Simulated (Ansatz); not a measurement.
# Electron–phonon scattering in Ir-W-W-Ir stack of (111) layers, part 4 of 4

Wanted: the electron–phonon coupling λ, α²F(ω) and the phonon-limited resistivity of Ir-W-W-Ir stack of (111) layers, on meshes from cheap to dear.

Ansatz 0.2.0; DFT LDA, scalar-relativistic, plane waves, PAW; PAW set soft_1.

So far, coupling constant λ: step 7 (electron–phonon run: q 2×2×1, k 6×6×1, scattering 12×12×1) 0.240. Also resistivity at 300 K (μΩ cm): step 7 16.7.

## Step 8: Resistivity: q 3×3×1, k 9×9×1, scattering 18×18×1

The next rung changes the q mesh, which sets the reach of the force constants and couplings; the k mesh of the density and its response; the scattering mesh, which samples the Fermi surface.

input.yaml reads:

```yaml
crystal:
  lattice:
    - [2.7169576908, 0.0, 0.0]
    - [-1.3584788454, 2.3529543812, 0.0]
    - [0.0, 0.0, 37.5918017562]
  atoms:
    - { symbol: Ir, position: [0.0, 0.0, 0.1490415193] }
    - { symbol: W, position: [0.3333333333, 0.6666666667, 0.2047287271] }
    - { symbol: W, position: [0.6666666667, 0.3333333333, 0.2713298592] }
    - { symbol: Ir, position: [0.0, 0.0, 0.327017067] }
  periodic: [true, true, false]
kpoints:
  mp_grid: { grid: [9, 9, 1] }
hamiltonian:
  xc: lda
  pseudopotentials: { kind: paw, azcp: { folder: soft_1 }, xc_functional: pbe }
scf:
  occupations: { method: methfessel_paxton, width: 0.2 }
output:
  eigenvalues: true
phonons:
  method: dfpt
  qmesh: [3, 3, 1]
  temperatures: { t_max: 1000, t_step: 50 }
  qpath:
    path:
      - [0.0, 0.0, 0.0]
      - [0.5, 0.0, 0.0]
      - [0.33333333, 0.33333333, 0.0]
      - [0.0, 0.0, 0.0]
    npoints: 10
  electrical_resistivity:
    mesh: [18, 18, 1]
    temperatures: [20.0, 50.0, 77.0, 100.0, 150.0, 200.0, 300.0, 400.0, 600.0, 800.0]
  superconductivity: { mesh: [18, 18, 1] }
```

Run with:

```sh
> ansatz run input.yaml --threads 4 --pin off --max-ram 12288MiB --backend cpu --events-out ev --progress --plain --runs-dir out
```

Numbers of over 12 decimals in the logs are rounded to 6 here.

Output:

```text
[the first part of the log is left out]
  E_hartree    = 173104.771653
  E_xc         = -990.857665
  E_vxc        = -977.335224  (∫ρ·V_xc dr)
  E_paw        = -34638.617922  (= ΣΔE_a)
  E_vpaw       = -910.211191  (= ΣTr[D̂ρ^β])
  E_aug_tail   = 0.000976  (compensation charges beyond the density's cutoff)
  E_ewald      = 165393.593038
  E_core_change = 1.389865  (= ΣΔE_core)
  E_smearing   = -0.008119  (= −TS)
  E_closure    = 0.000000  (closes the sum)
  Σ components = -43588.969128   (vs F -43588.969128, Δ=0.00e0)
--- Band table (eV; the first three rows and the last of 12) ---
  k-point 0: bands = ["-97.6064", "-97.6064", "-79.0463", "-79.0125", "-54.3700", "-54.3698", "-54.0606", "-54.0606", "-54.0606", "-54.0606", "-43.6216", "-43.1732", "-42.5661", "-42.5661", "-42.5254", "-42.5254", "-14.7828", "-13.9731", "-12.6211", "-12.1590", "-8.2805", "-8.2805", "-8.2778", "-8.2778", "-8.0582", "-7.9691", "-7.3903", "-6.7709", "-6.7709", "-6.7108", "-6.7108", "-5.4499", "-4.8998", "-4.8998", "-4.6650", "-4.5363", "-4.5363", "-2.2052"]
  k-point 1: bands = ["-97.6013", "-97.6013", "-79.0299", "-78.9979", "-54.3601", "-54.3599", "-54.1331", "-54.1331", "-54.0779", "-54.0779", "-43.5874", "-43.1651", "-42.7361", "-42.6985", "-42.6084", "-42.5620", "-14.2650", "-13.4846", "-12.1137", "-11.6469", "-8.8598", "-8.5934", "-8.2546", "-8.0922", "-7.9042", "-7.8945", "-7.3659", "-7.2857", "-6.9050", "-6.6532", "-6.5430", "-5.8669", "-5.6628", "-4.7643", "-4.4330", "-4.3089", "-4.1574", "-2.2948"]
  k-point 2: bands = ["-97.5884", "-97.5884", "-78.9879", "-78.9610", "-54.3364", "-54.3363", "-54.3126", "-54.3126", "-54.1218", "-54.1217", "-43.5039", "-43.2247", "-43.1180", "-43.0700", "-42.7126", "-42.6546", "-12.9887", "-12.3650", "-11.1460", "-10.6624", "-9.6891", "-9.2283", "-8.7078", "-8.5311", "-7.9683", "-7.7919", "-7.0448", "-6.9530", "-6.8614", "-6.4525", "-6.4091", "-6.4012", "-5.5581", "-4.5879", "-3.8864", "-3.3558", "-3.2748", "-2.3821"]
  k-point 11: bands = ["-97.5574", "-97.5574", "-78.8788", "-78.8788", "-54.4876", "-54.4876", "-54.4824", "-54.4824", "-54.2732", "-54.2732", "-43.5800", "-43.5593", "-43.5593", "-43.4746", "-43.1321", "-43.1321", "-10.4880", "-10.4880", "-9.8805", "-9.8805", "-9.6627", "-9.2639", "-8.4134", "-8.4134", "-8.2955", "-8.2955", "-8.2066", "-7.1074", "-7.1074", "-4.7596", "-4.4862", "-4.4862", "-4.1172", "-3.8006", "-1.4383", "-1.4383", "0.9360", "1.4956"]
--- Phonons (Γ-DFPT): 8 representative perturbations + reference (Σ response iterations 40) ---
  ASR residual: 3.328e-5 → 0.000e0 eV/Å²; symmetrization residual: 1.113e-6 eV/Å²
  The last average, over the group as it would stand without the narrowing to the FFT grids, took up to 1.066e-7 eV/Å² of the zone centre's force constants
  ASR residual per site (eV/Å²): 3.31e-5 1.06e-5 1.06e-5 3.33e-5
  Γ frequencies (cm⁻¹): 0.00 0.00 0.00 28.23 28.23 95.79 110.98 110.98 114.45 114.45 199.16 235.72
--- Phonons (arbitrary-q DFPT): 3 irreducible q on the 3×3×1 mesh ---
  q = [0.0000, 0.0000, 0.0000] (star 1, of the zone-centre solve; hermiticity 1.02e-7, symmetrization 8.56e-13, taken by the last average 4.89e-9): -0.00 0.00 0.00 28.23 28.23 95.79 110.98 110.98 114.45 114.45 199.16 235.72
  q = [0.0000, 0.3333, 0.0000] (star 6, 12 solved perturbations on 45 of 81 k-point pairs; hermiticity 3.76e-8, symmetrization 9.15e-11, taken by the last average 3.54e-9): 99.96 100.41 102.24 120.14 126.03 129.86 137.56 138.92 186.09 205.89 219.25 220.97
  q = [0.3333, 0.3333, 0.0000] (star 2, 8 solved perturbations in 256 linear systems a pass and spin channel, the states on 45 of 81 k-point pairs; hermiticity 3.28e-8, symmetrization 9.12e-9, taken by the last average 1.11e-8): -93.01 -93.01 -41.69 -41.69 147.45 155.88 162.49 162.49 181.19 181.19 204.75 214.74
  sum rule: each row above includes the acoustic sum rule's correction from the zone centre's row sums; it moved no ω² by more than (0.22 cm⁻¹)²
  mesh force constants: q→R imaginary residual 0.00e0; ASR residual 3.328e-5 → 0.000e0 eV/Å²; symmetrization residual 1.776e-14 eV/Å²
  interpolated dispersion: 31 rows × 12 modes
  density of states and harmonic sums: on the 27×27×1 q-mesh, interpolated from the force constants of a 3×3×1 supercell (no non-analytic term)
  largest difference from the sums on the solved wave vectors: F 2.06e-1 eV, S 2.81e-4 and C_V 7.74e-5 eV/K
  zero-point energy: 0.102023 eV/cell   skipped modes (ω ≤ 0): 32, of them read as no rigid motion or as one in doubt: 29 (3.484e-1 modes/cell left out, lowest -93.01 cm⁻¹)   left out of the sums: 2.94e-2 of the cell's modes: C_V's classical limit lies that fraction below 3 k_B per atom; for a crystal, a wire or a layer, F and S can be off by more, and a phonons.interpolated_qmesh denser along its periods is the remedy for the sampling
Error: electrical resistivity: the mode of lowest frequency at the wavevector [0.3333, 0.3333, 0.0000] is imaginary, -93.01 cm⁻¹ (written negative): the force constants describe an unstable lattice; relax the structure, enlarge phonons.supercell (under dfpt, kpoints.mp_grid), or, with a block electrical_resistivity or superconductivity, name a file of force constants under which the crystal is stable (phonons.electron_phonon_force_constants)
The harmonic force constants that this run solved are whole in <dir>
```

Run time: 5.7 min. Hardware: 4 threads of Arm Neoverse V1, shared host; peak memory 1.3 GiB.

The run ended with an error.

The program's message: “electrical resistivity: the mode of lowest frequency at the wavevector [0.3333, 0.3333, 0.0000] is imaginary, -93.01 cm⁻¹ (written negative): the force constants describe an unstable lattice; relax th …”

The run stops because a mode is imaginary on the scattering mesh, where no scattering rate is defined; denser k meshes, other smearings and, between solved wavevectors, finer q meshes show whether the instability is real.

## Step 9: Coupling and resistivity: cutoff 300 eV

Edit input.yaml of step 8 so:

```diff
@@ -12,3 +12,3 @@
 kpoints:
-  mp_grid: { grid: [9, 9, 1] }
+  mp_grid: { grid: [6, 6, 1] }
 hamiltonian:
@@ -20,5 +20,7 @@
   eigenvalues: true
+basis:
+  ecutwfc: 300.0
 phonons:
   method: dfpt
-  qmesh: [3, 3, 1]
+  qmesh: [2, 2, 1]
   temperatures: { t_max: 1000, t_step: 50 }
@@ -32,4 +34,4 @@
   electrical_resistivity:
-    mesh: [18, 18, 1]
+    mesh: [12, 12, 1]
     temperatures: [20.0, 50.0, 77.0, 100.0, 150.0, 200.0, 300.0, 400.0, 600.0, 800.0]
-  superconductivity: { mesh: [18, 18, 1] }
+  electron_occupations: "off"
```

Output:

```text
Warning: basis.ecutwfc = 300 eV is below the records' recommended 420 eV, and the density's cutoff is lower with it unless basis.ecutrho_ratio is high enough to keep the records' density cutoff: compare with a run at a higher cutoff
[...]
Crystal: 4 atoms, lattice volume = 240.320 Å³
Basis set: ecut = 300 eV, 2819 PW (Γ), exchange–correlation on 32×32×432 points (8 copies of the dense FFT grid, shifted against one another)
Bands: 38, of which v1, the nominal top of the filled ones, is band 31 counted from 1 (30 counted from 0)
Symmetry: 12 space group operations
k-points: 7 of 36 (irreducible under 6 space group operations, time reversal used)
[...]
SCF iter   1: F=—  HF=-43590.610380 eV  |F-HF|=—  |Δ(HF+E_count)|=         —  Δρ=3.40e-2  dr2=1.84e1  ethr=3.10e-3  ⟨swp⟩=14.4  Hψ=2025  notcnv=0
[...]
SCF iter  16: F=-43588.828189 eV  HF=-43588.828189 eV  |F-HF|=1.46e-11  |Δ(HF+E_count)|=  8.73e-11  S|Δr|=    0.00e0  Δρ=4.34e-8  dr2=3.88e-12  ethr=1.00e-12  ⟨swp⟩=35.1  Hψ=3634  notcnv=0
SCF 1 converged in 16 iterations: F = -43588.828189 eV  dr2 = 3.88e-12
[...]
Bands: 45, of which v1, the nominal top of the filled ones, is band 31 counted from 1 (30 counted from 0)
k-points: 7 of 36
SCF iter   1: F=—  HF=-43590.599359 eV  |F-HF|=—  |Δ(HF+E_count)|=         —  Δρ=3.39e-2  dr2=1.84e1  ethr=3.10e-3  ⟨swp⟩=17.0  Hψ=2696  notcnv=0  defer=8
[...]
SCF iter  16: F=-43588.828189 eV  HF=-43588.828189 eV  |F-HF|=3.42e-10  |Δ(HF+E_count)|=  2.91e-10  S|Δr|=    0.00e0  Δρ=2.28e-8  dr2=6.76e-12  ethr=1.00e-12  ⟨swp⟩=4.1  Hψ=760  notcnv=0
SCF 2 converged in 16 iterations: F = -43588.828189 eV  dr2 = 6.76e-12
[...]
SCF converged after 16 iterations
[...]
Free energy (F): -43588.828189 eV
[...]
Internal energy: -43588.822421 eV  (E = F + TS)
E sigma→0 (E₀):  -43588.826747 eV
Entropy (-TS):   -0.005768 eV (-1.442 meV/atom)
Fermi energy:    -5.086072 eV
[...]
--- Band table (eV; the first three rows and the last of 7) ---
  k-point 0: bands = [... 27 lower, -6.7535, -6.7535, -6.6979, -6.6979, -5.4288, -4.8837, -4.8837, -4.6447, ... 10 higher]
  k-point 1: bands = [... 27 lower, -7.3554, -6.7825, -6.5403, -6.4306, -6.1799, -5.8999, -4.4828, -4.4485, ... 10 higher]
  k-point 2: bands = [... 27 lower, -7.0669, -6.8666, -6.0120, -5.1028, -5.0632, -4.0192, -3.8020, -3.2250, ... 10 higher]
  k-point 6: bands = [... 27 lower, -7.0957, -7.0957, -4.7857, -4.4662, -4.4662, -4.0892, -3.7632, -1.4171, ... 10 higher]
  ° read free of the cell's end (the report's vacuum.weakly_bound_levels)
  °? not known for the slab's own: over its row's bound_up_to_ev there, or no deeper under its free states than its continued_xc_part_ev in size
[...]
ASR residual: 8.098e-5 → 0.000e0 eV/Å²; symmetrization residual: 3.090e-7 eV/Å²
[...]
ASR residual per site (eV/Å²): 8.10e-5 6.60e-6 6.54e-6 8.10e-5
[...]
--- Phonons (arbitrary-q DFPT): 2 irreducible q on the 2×2×1 mesh ---
[...]
interpolated dispersion: 31 rows × 12 modes
[...]
--- Electrical resistivity: potentials and phonons of a 2×2×1 supercell ---
[...]
at the Fermi level of each mesh (of a tensor half of its trace):
[...]
12×12×1                     0.6779              3.9048    0.2370    0.2788          17.944
          6×6×1                     0.6981              3.4316    0.2778    0.4027          18.291
          3×3×1                     1.6086              5.1724    0.8461    1.2746          18.307
  resistivity on the deck's mesh, µΩ·cm:
[...]
20.00     6.7402e-3              no     6.7402e-3     6.7402e-3      0.0000e0       1.3200e-2         1.8379e-2
     50.00     4.9370e-1              no     4.9370e-1     4.9370e-1      0.0000e0       9.0087e-1         5.8678e-1
     77.00      1.8857e0              no      1.8857e0      1.8857e0      0.0000e0        2.9039e0          2.0103e0
    100.00      3.4418e0              no      3.4418e0      3.4418e0      0.0000e0        4.8668e0          3.5195e0
    150.00      6.9145e0              no      6.9145e0      6.9145e0      0.0000e0        9.1205e0          6.8512e0
    200.00      1.0204e1              no      1.0204e1      1.0204e1      0.0000e0        1.3201e1          1.0024e1
    300.00      1.6478e1              no      1.6478e1      1.6478e1      0.0000e0        2.1068e1          1.6103e1
    400.00      2.2671e1              no      2.2671e1      2.2671e1      0.0000e0        2.8799e1          2.2123e1
    600.00      3.5346e1              no      3.5346e1      3.5346e1      0.0000e0        4.4443e1          3.4471e1
    800.00      4.8514e1              no      4.8514e1      4.8514e1      0.0000e0        6.0499e1          4.7357e1
  sheet resistance at 20 K: 0.01793 Ω
[...]
sheet resistance at 50 K: 1.313 Ω
[...]
sheet resistance at 77 K: 5.016 Ω
[...]
sheet resistance at 100 K: 9.156 Ω
[...]
sheet resistance at 150 K: 18.39 Ω
[...]
sheet resistance at 200 K: 27.15 Ω
[...]
sheet resistance at 300 K: 43.83 Ω
[...]
sheet resistance at 400 K: 60.31 Ω
[...]
sheet resistance at 600 K: 94.03 Ω
[...]
sheet resistance at 800 K: 129.1 Ω
[...]
vibrations of 4 cells: unjudged by the run; compare a larger repeat
[...]
```

Wall time 85 s (4 threads); peak memory 2.1 GiB; 5.2 min of CPU time.

Numbers from this step:

| Item | Value |
| --- | --- |
| zero point energy | 0.1148 eV/cell |
| highest frequency, solved or plainly interpolated | 249.1 cm⁻¹ |
| sheet resistance 300K | 43.83 Ω/square, mean in the plane |
| resistivity at 300 K | 16.48 μΩ cm, mean of the axes, of the whole cell with its vacuum |
| coupling constant λ | 0.237 |
| density of states at the Fermi level | 0.6779 states/eV a spin and cell |
| log mean phonon energy ħω_log | 17.94 meV |
| transport coupling constant λ_tr | 0.2788, 0.2788, 0 (xx, yy, zz) |
| Drude plasma energy | 3.905, 3.905, 0 eV (xx, yy, zz), of the whole cell with its vacuum |
| second-moment phonon energy ħω₂ | 19.17 meV, from the broadened α²F curve |

The Eliashberg function α²F has structure finer than the step of the table below, so its rows give means over 1 meV, whole bins alone (the curve runs from 0.121 to 30.8 meV). Peaks (meV: height): α²F 17.7: 0.388, 19.9: 0.402, 21.1: 0.241, 23.5: 0.294, 24.5: 0.126, 26.4: 0.0811; α²F tr 17.7: 0.498, 19.9: 0.579, 21.1: 0.362, 23.5: 0.461, 24.5: 0.188, 26.4: 0.118.

Table of Eliashberg function α²F by phonon energy; means over each step:

```
phonon energy (meV)      α²F   α²F tr
                  1   8.7e-6        0
                  2   1.6e-4   2.1e-5
                  3   5.3e-4   2.1e-4
                  4  0.00148   4.0e-4
                  5  0.00354   9.5e-4
                  6  0.00596  0.00183
                  7  0.00678  0.00280
                  8  0.00789  0.00369
                  9  0.00935  0.00471
                 10   0.0113  0.00636
                 11   0.0149  0.00922
                 12   0.0194   0.0127
                 13   0.0361   0.0218
                 14   0.0462   0.0425
                 15   0.0941   0.0861
                 16    0.132    0.127
                 17    0.212    0.242
                 18    0.244    0.294
                 19    0.249    0.330
                 20    0.306    0.439
                 21    0.188    0.275
                 22   0.0792   0.0987
                 23   0.0959    0.133
                 24    0.149    0.235
                 25    0.101    0.130
                 26   0.0544   0.0709
                 27   0.0602   0.0868
                 28   0.0440   0.0509
                 29  0.00919  0.00593
                 30   0.0127  0.00362
```

By its own test the run is not converged in the mesh. λ = 0.237 and 43.8 Ω per square at 300 K, against 0.240 and 44.4 in the run with q 2×2×1, k 6×6×1, scattering 12×12×1 (-1.5 % and -1.3 %). The run's own test puts 95 % between its two finest meshes on the component of the resistivity at 300 K that moves most, more than that change; on the next coarser mesh the mean ρ changes by -1.0 % between the two runs, against -1.3 % on the finest. By the run's own test λ moves by 17 % between its two finest scattering meshes. A setting like this serves as a test and not for results.

## Step 10: The variants together

Series, by row:

```
run         change                                level of theory  method  q mesh or supercell  k mesh  scattering mesh               smearing  N(E_F) (states/eV/spin)  lambda  omega_log (meV)  rho 300 K, whole cell (μΩ cm)  core-minutes  wall (s)
  a              -  LDA, scalar-relativistic, PAW; PAW set soft_1    dfpt                2x2x1   6x6x1          12x12x1  methfessel_paxton 0.2                   0.6776  0.2405             17.8                           16.7           8.5       140
 w0  cutoff 300 eV  LDA, scalar-relativistic, PAW; PAW set soft_1    dfpt                2x2x1   6x6x1          12x12x1  methfessel_paxton 0.2                   0.6779   0.237            17.94                          16.48           5.2        85
```

## Step 11: Results

```
run                                             : LDA, q 2×2×1, k 6×6×1, scattering 12×12×1
coupling constant λ                             : 0.240
log mean phonon energy ħω_log                   : 17.8 meV
states at the Fermi level                       : 0.678 states/eV/spin/cell
sheet resistance at 300 K                       : 44.4 Ω per square
change between its two finest scattering meshes : λ 17 %, resistivity at 300 K 94 %
time of that run                                : 2.3 min
```

What this shows: On the last rung that gave a resistivity at the base settings (q 2×2×1, k 6×6×1, scattering 12×12×1), Ir-W-W-Ir stack of (111) layers has λ = 0.24 and a phonon-limited sheet resistance of 44.4 Ω per square at 300 K. The coupling constant from the curve is λ = 0.24; modes below 18.7 meV give half. The coupling is weak (λ = 0.24), so phonons raise the electrons' mass at the Fermi surface by about 24 %, if this value holds on finer meshes. A run on finer meshes found an imaginary mode, so the lattice is likely unstable and these couplings and resistivities describe no stable crystal. By the run's own test λ moves by 17 % between the two scattering meshes. Values of ρ(T) under 50 K rest on the softest modes, mostly interpolated ones, and are the least sure of the table. The high-temperature form ρ = 2π k_B T λ_tr/(ħ ε₀ ω_p²) gives 22.5 μΩ cm along x at 300 K, against 16.7 from the Boltzmann equation. Ziman's lowest order at 300 K, 21.4, lies between: the step down to it comes mostly from the finite phonon energies, and the full solution lies lower still, since it lets the current shift to the states that scatter least. By their share in the modes' patterns, Ir atoms take 59 % of λ. The three lowest branches give 30 % of λ. By the run's own test, which takes the component that moves most, the resistivity at 300 K moves by 94 % between its two finest scattering meshes, so it is not converged. On the same meshes, cutoff 300 eV moves λ from 0.240 to 0.237 and the resistivity at 300 K from 16.7 to 16.5 μΩ cm. Only scattering by harmonic phonons counts; impurities, grain boundaries and thermal expansion are left out. The resistivity belongs to the whole cell, vacuum included; the sheet resistance is the quantity that does not depend on the vacuum. Spin–orbit coupling, left out here, matters for Ir and W. The PAW files were made for PBE; under other functionals the run regenerates their frozen core. The c of the given cell is the typed one; the program laid its own vacuum and ran the layer in a cell 37.6 Å high. The structure was built by hand as an ordered model, and its stability against other phases was not tested.

[Logs are printed without paths, hosts, clocks, repeated set-up lines and the standing remarks that a program may print on its own settings, such as how far it seeks lower states.]

[Hosts, paths, dates, database ids (printed as entryN), source tags and the programs' standing remarks are cut or masked in the printed files.]
